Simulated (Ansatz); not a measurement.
The compound is SrVO3 (Pm-3m).

```cif
data_structure
_symmetry_space_group_name_H-M 'P 1'
_symmetry_Int_Tables_number 1
_cell_length_a 3.8409
_cell_length_b 3.8409
_cell_length_c 3.8409
_cell_angle_alpha 90.000
_cell_angle_beta 90.000
_cell_angle_gamma 90.000
_cell_volume 56.66
loop_
_atom_site_label
_atom_site_type_symbol
_atom_site_fract_x
_atom_site_fract_y
_atom_site_fract_z
_atom_site_occupancy
Sr1 Sr 0.50000 0.50000 0.50000 1
V2 V 0.00000 0.00000 0.00000 1
O3 O 0.50000 0.00000 0.00000 1
O4 O 0.00000 0.50000 0.00000 1
O5 O 0.00000 0.00000 0.50000 1
```

The cell and positions come from the Crystallography Open Database and are kept as given unless a step says otherwise. The program's search for lower electronic states was switched off, so nothing shows that the state found is the lowest. PAW set soft_2, made with PBE.

A constrained-RPA run (Ansatz 0.2.0; non-magnetic PBEsol; V t2g + anion p, bands v10 to c2, 6×6×6 mesh, medium accuracy) builds 12 functions on bands 8.8 eV wide, with 19.0 electrons in the window. The bare on-site interaction is 19.7 eV and the bare J 0.75 eV.

Question: Estimate U, U′ and J.

On the V t2g shell, U = 6.11 eV (31 % of the bare value), U′ = 4.92 eV, J = 0.60 eV.

The parent state is non-magnetic and the interaction static (zero frequency); U depends on the window and the orbitals, so it belongs to this model alone. A window that holds the anion p bands defines a model with explicit ligands; its U belongs to that model and is not the U of DFT+U.

[Paths, hosts, dates, memory and timing lines, banners, echoed tables and standing remarks are left out of the program output.]

[Logs are printed without paths, hosts, clocks, repeated set-up lines and the standing remarks that a program may print on its own settings, such as how far it seeks lower states.]

[Runs of the session that timed out or met a known fault of the program may be left out.]

[Hosts, paths, dates, database ids (printed as entryN), source tags and the programs' standing remarks are cut or masked in the printed files.]
